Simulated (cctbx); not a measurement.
## Symmetry from intensities

Cell: a = 3.9390 Å, b = 3.9390 Å, c = 7.7170 Å, α = 90.00°, β = 90.00°, γ = 90.00°. Expected content of the cell: Dy2 As2 V2.

The data are simulated with cctbx, not measured: Cu Kα, λ = 1.54184 Å, to d = 0.83 Å, 50 % of the full sphere, strongest reflection 20000 counts, noise from counting, a 3 % proportional error and a noise floor of 15 counts (s.d.); no absorption, some extinction.

Tests on the unmerged data give:

```text
470 reflections to d = 0.830 A
centring   violations  <I/sigma> of those
    A        207 of   233     17.9
    B        210 of   236     17.8
    C        203 of   225     20.1
    I        204 of   235     18.8
    R        293 of   318     19.4
    F        310 of   347     18.5
Laue class    unique    Rint  (classes that these axes allow; Friedel mates merged)
P -1              350   0.023
P 1 2/m 1         236   0.025
P 1 1 2/m         224   0.024
P 2/m 1 1         236   0.023
P m m m           152   0.025
P 4/m             124   0.025
P 4/m m m          93   0.026
space group    extra absences  I>4sigma  <I/sigma>
P 4 2 2                 0          0         -  acentric
P 4 21 2                5          0       0.5  acentric
P 4 m m                 0          0         -  acentric
P -4 2 m                0          0         -  acentric
P -4 21 m               5          0       0.5  acentric
P -4 m 2                0          0         -  acentric
P 4/m m m               0          0         -  centric
P 4/n m m :1           17          0       0.4  centric
P 4/n m m :2           17          0       0.4  centric
Wilson B = 0.99 A^2   <|E^2-1|> = 0.678 (0.968 centric, 0.736 acentric)   E^2>4: 0.0 %
shell (A)         n   <I/sigma>
 7.72 - 1.58     18     38.7
 1.58 - 1.26     13     36.2
 1.26 - 1.10     13     41.6
 1.10 - 1.00     11     42.6
 1.00 - 0.93     13     36.6
 0.93 - 0.87     13     41.5
 0.87 - 0.83     12     35.0
```

Q: Read the symmetry from these tables.

Every centring test has many violations, so the lattice is primitive.

Rint stays low (0.023 to 0.026) up to P 4/m m m, the highest class in these axes.

9 settings pass the absence test. The most absences obeyed, 17, belong to P 4/n m m alone.

⟨|E²−1|⟩ = 0.678 leans to a non-centrosymmetric structure, or to twinning, which lowers it. Here that hint misleads: the statistic assumes many like atoms on general positions, and few, heavy or special-position atoms break it. The Wilson B of 0.99 Å² means U ≈ 0.0125 Å².

The true group is P4/nmm (no. 129, origin choice 1), Laue class 4/mmm, centrosymmetric. The tables fix it.

This is a model crystal, built by substitution and not relaxed, with assumed displacement parameters.

[Logs are printed without paths, hosts, clocks, repeated set-up lines and the standing remarks that a program may print on its own settings, such as how far it seeks lower states.]
